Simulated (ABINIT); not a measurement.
# A GW chain in ABINIT: K2PdC2 (P-3m1)

How does a plane-wave GW calculation on K2PdC2 (P-3m1) run from the first input to the gap?

Method: PBEsol and many-body steps on it, plane waves, in ABINIT 10.8.3.

In doubt: a PseudoDojo file used here is known to give poor structures and forces, which bears on pressures, cells, forces and phonons.

### Step 1. The starting structure

The structure is trigonal, space group P-3m1 (No. 164). Conventional cell: a = 5.118 Å, b = 5.118 Å, c = 5.258 Å, α = 90.00°, β = 90.00°, γ = 120.00°. K has 6 C at 3.00 to 3.45 Å and 3 Pd at 3.30 Å nearest. Nearest to Pd lie 4 C at 2.00 to 3.26 Å and 6 K at 3.30 Å. C has 1 C at 1.26 Å and 2 Pd at 2.00 to 3.26 Å and 6 K at 3.00 to 3.45 Å nearest. Farther neighbours are not listed.

The cell and positions are those that the Materials Project relaxed with its own functionals (PBE, PBE+U or r2SCAN), kept fixed.

### Step 2. Ground state

This step: ABINIT 10.8.3; DFT, PBEsol, plane waves, norm-conserving pseudopotentials.

The ground-state density comes first.

File run.abi:

```
acell 3*1.0 Angstrom
rprim 
  5.118184061448 -0.000000000011 0.000000000000
  -2.559092030714 4.432477418464 0.000000000000
  0.000000000000 0.000000000000 5.258137180000
ntypat 3
znucl 19 46 6
natom 5
typat 1 1 2 3 3
xred 
  0.666666666667 0.333333333333 0.720198210000
  0.333333333333 0.666666666667 0.279801790000
  0.000000000000 0.000000000000 0.000000000000
  0.000000000000 0.000000000000 0.620196780000
  0.000000000000 0.000000000000 0.379803220000
pp_dirpath "pseudos"
pseudos "K.upf, Pd.upf, C.upf"
ecut 37
ngkpt 6 6 4
nshiftk 1
shiftk 0 0 0
kptopt 1
chksymbreak 0
nband 28
occopt 1
tolvrs 1e-10
nstep 60
prtwf 0
optforces 0
optstress 0
indata_prefix "in"
outdata_prefix "out"
tmpdata_prefix "tmp"
```

Command:

```sh
> OMP_NUM_THREADS=1 mpirun -n 4 abinit run.abi > log
```

Numbers of over 12 decimals in the logs are rounded to 6 here.

Output:

```text
.Version 10.8.3 of ABINIT. v10.8.2 released Aug 2026.

 Symmetries : space group P-3 m 1 (#164); Bravais hP (primitive hexag.)
================================================================================
 Values of the parameters that define the memory need of the present run
     intxc =       0    ionmov =       0      iscf =       7    lmnmax =       6
     lnmax =       6     mgfft =      60  mpssoang =       3    mqgrid =    3001
     natom =       5  nloc_mem =       1    nspden =       1   nspinor =       1
    nsppol =       1      nsym =      12    n1xccc =    2501    ntypat =       3
    occopt =       1   xclevel =       2
-    mband =          28        mffmem =           1         mkmem =           6
       mpw =        8680          nfft =      174960          nkpt =          24
================================================================================
  Rough estimation (10% accuracy) of disk space for files :
================================================================================

--------------------------------------------------------------------------------
------------- Echo of variables that govern the present computation ------------
--------------------------------------------------------------------------------
 -outvars: echo values of preprocessed input variables --------
            acell      1.8897261259E+00  1.8897261259E+00  1.8897261259E+00 Bohr

      chksymbreak           0
             ecut      3.70000000E+01 Hartree
-          fftalg         312

              ixc     -116133
              kpt      0.00000000E+00  0.00000000E+00  0.00000000E+00
                       1.66666667E-01  0.00000000E+00  0.00000000E+00
                       3.33333333E-01  0.00000000E+00  0.00000000E+00
                       5.00000000E-01  0.00000000E+00  0.00000000E+00
                       1.66666667E-01  1.66666667E-01  0.00000000E+00
                       3.33333333E-01  1.66666667E-01  0.00000000E+00
                       3.33333333E-01  3.33333333E-01  0.00000000E+00
                       0.00000000E+00  0.00000000E+00  2.50000000E-01
                       1.66666667E-01  0.00000000E+00  2.50000000E-01
   [... 13 further rows ...]
                       3.33333333E-01  1.66666667E-01  5.00000000E-01
                       3.33333333E-01  3.33333333E-01  5.00000000E-01
         kptrlatt        6    0    0      0    6    0      0    0    4
          kptrlen      3.97457568E+01
P           mkmem           6
            natom           5
            nband          28
            ngfft          54      54      60
             nkpt          24
            nstep          60
             nsym          12
           ntypat           3
              occ      2.000000  2.000000  2.000000  2.000000  2.000000  2.000000
                       2.000000  2.000000  2.000000  2.000000  2.000000  2.000000
                       2.000000  2.000000  2.000000  2.000000  2.000000  2.000000
                       2.000000  2.000000  2.000000  2.000000  0.000000  0.000000
                       0.000000  0.000000  0.000000  0.000000
        optforces           0
        optstress           0
            prtwf           0
            rprim      5.1181840614E+00 -1.1000000000E-11  0.0000000000E+00
[...]
spgroup         164

           tolvrs      1.00000000E-10

             xred      6.6666666667E-01  3.3333333333E-01  7.2019821000E-01
[...]
znucl       19.00000   46.00000    6.00000

================================================================================

 chkinp: Checking input parameters for consistency.

================================================================================
== DATASET  1 ==================================================================
-   mpi_nproc: 4, omp_nthreads: 1 (-1 if OMP is not activated)

--- !DatasetInfo
iteration_state: {dtset: 1, }
dimensions: {natom: 5, nkpt: 24, mband: 28, nsppol: 1, nspinor: 1, nspden: 1, mpw: 8680, }
cutoff_energies: {ecut:  37.0, pawecutdg:  -1.0, }
electrons: {nelect:   4.40000000E+01, charge:   0.00000000E+00, occopt:   1.00000000E+00, tsmear:   1.00000000E-02, }

 Real(R)+Recip(G) space primitive vectors, cartesian coordinates (Bohr,Bohr^-1):
 R(1)=  9.6719661  0.0000000  0.0000000  G(1)=  0.1033916  0.0596932  0.0000000
 R(2)= -4.8359831  8.3761684  0.0000000  G(2)=  0.0000000  0.1193863  0.0000000
 R(3)=  0.0000000  0.0000000  9.9364392  G(3)=  0.0000000  0.0000000  0.1006397
 Unit cell volume ucvol=  8.0499085E+02 bohr^3
 Angles (23,13,12)=  9.00000000E+01  9.00000000E+01  1.20000000E+02 degrees

 getcut: wavevector=  0.0000  0.0000  0.0000  ngfft=  54  54  60
         ecut(hartree)=     37.000   => boxcut(ratio)=   2.03945

--- Pseudopotential description ------------------------------------------------
- K Generated using ONCVPSP code by D. R. Hamann
- 19.00000   9.00000  180301                  znucl, zion, pspdat
12 -116133 2 -1 2250                          pspcod,pspxc,lmax,lloc,mmax
     nproj     2     2     2
  pspatm : epsatm=    8.32504554
         --- l  ekb(1:nproj) -->
[...]
pspatm: atomic psp has been read  and splines computed

- Pd Generated using ONCVPSP code by D. R. Hamann
- 46.00000  18.00000  180301                  znucl, zion, pspdat
12 -116133 2 -1 1238                          pspcod,pspxc,lmax,lloc,mmax
     nproj     2     2     2
  pspatm : epsatm=   26.17260746
         --- l  ekb(1:nproj) -->
[...]
pspatm: atomic psp has been read  and splines computed

- C Generated using ONCVPSP code by D. R. Hamann
-  6.00000   4.00000  180301                  znucl, zion, pspdat
12 -116133 1 -1 1248                          pspcod,pspxc,lmax,lloc,mmax
     nproj     2     2     0
  pspatm : epsatm=    4.34909242
         --- l  ekb(1:nproj) -->
[...]
pspatm: atomic psp has been read  and splines computed

   2.26691887E+03                                ecore*ucvol(ha*bohr**3)
--------------------------------------------------------------------------------

_setup2: Arith. and geom. avg. npw (full set) are    8653.882    8653.868

================================================================================

--- !BeginCycle
iteration_state: {dtset: 1, }
solver: {iscf: 7, nstep: 60, nline: 4, wfoptalg: 0, }
tolerances: {tolvrs: 1.00E-10, }

     iter   Etot(hartree)      deltaE(h)  residm     vres2
 ETOT  1  -203.15143185728    -2.032E+02 1.031E-01 2.298E+04
 ETOT  2  -201.76834834356     1.383E+00 3.637E-02 3.970E+04
 ETOT  3  -206.37758779697    -4.609E+00 3.086E-02 3.832E+03
 ETOT  4  -206.53323400950    -1.556E-01 1.088E-02 2.700E+03
 ETOT  5  -206.70515353311    -1.719E-01 1.751E-03 1.173E+03
 ETOT  6  -206.83603591194    -1.309E-01 2.372E-03 1.437E+02
 ETOT  7  -206.82907097008     6.965E-03 1.492E-03 1.881E+02
 ETOT  8  -206.85339152786    -2.432E-02 7.399E-04 2.924E-01
 ETOT  9  -206.85338712135     4.407E-06 2.342E-03 4.653E-01
 ETOT 10  -206.85338193980     5.182E-06 3.693E-04 3.237E-01
[...]
ETOT 15  -206.85342832852    -1.175E-09 2.333E-04 2.819E-07
 ETOT 16  -206.85342832859    -6.983E-11 5.643E-05 7.591E-09
 ETOT 17  -206.85342832856     3.334E-11 1.048E-04 1.410E-09
 ETOT 18  -206.85342832858    -1.683E-11 3.382E-05 3.274E-10
 ETOT 19  -206.85342832858    -7.191E-12 7.852E-05 1.602E-11

 At SCF step   19       vres2   =  1.60E-11 < tolvrs=  1.00E-10 =>converged.

--- !ResultsGS
iteration_state: {dtset: 1, }
comment   : Summary of ground state results
lattice_vectors:
- [  9.6719661,  -0.0000000,   0.0000000, ]
- [ -4.8359831,   8.3761684,   0.0000000, ]
- [  0.0000000,   0.0000000,   9.9364392, ]
lattice_lengths: [   9.67197,    9.67197,    9.93644, ]
lattice_angles: [ 90.000,  90.000, 120.000, ] # degrees, (23, 13, 12)
lattice_volume:   8.0499085E+02
convergence: {deltae: -7.191E-12, res2:  1.602E-11, residm:  7.852E-05, diffor:  0.000E+00, }
etotal    :  -2.06853428E+02
entropy   :   0.00000000E+00
fermie    :   1.18459066E-01
cartesian_stress_tensor: null
pressure_GPa: null
xred      :
- [  6.6667E-01,   3.3333E-01,   7.2020E-01,  K]
- [  3.3333E-01,   6.6667E-01,   2.7980E-01,  K]
- [  0.0000E+00,   0.0000E+00,   0.0000E+00, Pd]
- [  0.0000E+00,   0.0000E+00,   6.2020E-01,  C]
- [  0.0000E+00,   0.0000E+00,   3.7980E-01,  C]
cartesian_forces: null
force_length_stats: {min: null, max: null, mean: null, }

 Integrated electronic density in atomic spheres:
 ------------------------------------------------
 Atom  Sphere_radius  Integrated_density
[...]
================================================================================

 ----iterations are completed or convergence reached----

 Mean square residual over all n,k,spin=   36.554E-08; max=  78.524E-06
 reduced coordinates (array xred) for    5 atoms
       0.666666666667      0.333333333333      0.720198210000
       0.333333333333      0.666666666667      0.279801790000
       0.000000000000      0.000000000000      0.000000000000
       0.000000000000      0.000000000000      0.620196780000
       0.000000000000      0.000000000000      0.379803220000
 rms dE/dt=  0.0000E+00; max dE/dt=  0.0000E+00; dE/dt below (all hartree)
    1       0.000000000000      0.000000000000      0.000000000000
    2       0.000000000000      0.000000000000      0.000000000000
    3       0.000000000000      0.000000000000      0.000000000000
    4       0.000000000000      0.000000000000      0.000000000000
    5       0.000000000000      0.000000000000      0.000000000000

 cartesian coordinates (angstrom) at end:
    1      2.559092     1.477492     3.786901
    2      6.67e-12     2.954985     1.471236
    3      0.000000     0.000000     0.000000
    4      0.000000     0.000000     3.261080
    5      0.000000     0.000000     1.997057
 length scales=  1.889726125908  1.889726125908  1.889726125908 bohr
              =  1.000000000000  1.000000000000  1.000000000000 angstroms
 prteigrs : about to open file out_EIG
 Fermi (or HOMO) energy (hartree) =   0.11846   Average Vxc (hartree)=  -0.31191
 Eigenvalues (hartree) for nkpt=  24  k points:
 kpt#   1, nband= 28, wtk=  0.00694, kpt=  0.0000  0.0000  0.0000 (reduced coord)
  -2.93238   -1.68596   -1.66938   -1.66938   -0.97640   -0.97469   -0.38170   -0.37384
  -0.37384   -0.37029   -0.36918   -0.36918   -0.35860   -0.06924   -0.05289    0.02981
   0.02981    0.04856    0.04856    0.06283    0.07674    0.07674    0.26958    0.28207
   0.31229    0.31229    0.32857    0.32857
 prteigrs : prtvol=0 or 1, do not print more k-points.

--- !EnergyTerms
iteration_state     : {dtset: 1, }
comment             : Components of total free energy in Hartree
kinetic             :  7.39701726712743E+01
hartree             :  7.03112551687206E+01
xc                  : -3.73072986091102E+01
Ewald energy        : -1.11463518727540E+02
psp_core            :  2.81608027908364E+00
local_psp           : -2.14410322222390E+02
non_local_psp       :  9.23020311137825E+00
total_energy        : -2.06853428328583E+02
total_energy_eV     : -5.62876853455443E+03
band_energy         : -2.43653204334897E+01

== END DATASET(S) ==============================================================
================================================================================

 -outvars: echo values of variables after computation  --------
           etotal     -2.0685342833E+02
            nband          28
             nkpt          24
          spgroup         164
 [... the other variables as echoed above ...]

 Calculation completed.
```

The job ended after 1.8 min (4 MPI ranks of Arm Neoverse V1, shared host; peak memory 0.54 GiB; 7.3 min of CPU time).

Numbers from this step:

```yaml
total_energy: -5628.7685 eV
gap: 1.364 eV
k_of_the_valence_top: 0, 0, 0.5
k_of_the_conduction_bottom: 0.5, 0, 0.5
least_direct_gap: 1.390 eV
```

The gap is indirect, with the least direct gap 0.03 eV higher.

(Continued in part 2 of 3.)

[Paths, hosts, dates, memory and timing lines, banners, echoed tables and standing remarks are left out of the program output.]

[Logs are printed without paths, hosts, clocks, repeated set-up lines and the standing remarks that a program may print on its own settings, such as how far it seeks lower states.]

[Runs of the session that timed out or met a known fault of the program may be left out.]

[Hosts, paths, dates, database ids (printed as entryN), source tags and the programs' standing remarks are cut or masked in the printed files.]

[G0W0 gaps are taken among the corrected bands and points alone; a level outside them can change the order at an edge.]

[Where Ansatz stands beside ABINIT at settings called matched, ABINIT's density can come from a denser mesh and the files from another edition; pairs whose starting gaps differed by over 0.03 eV were left out, so agreement reads better than it is.]
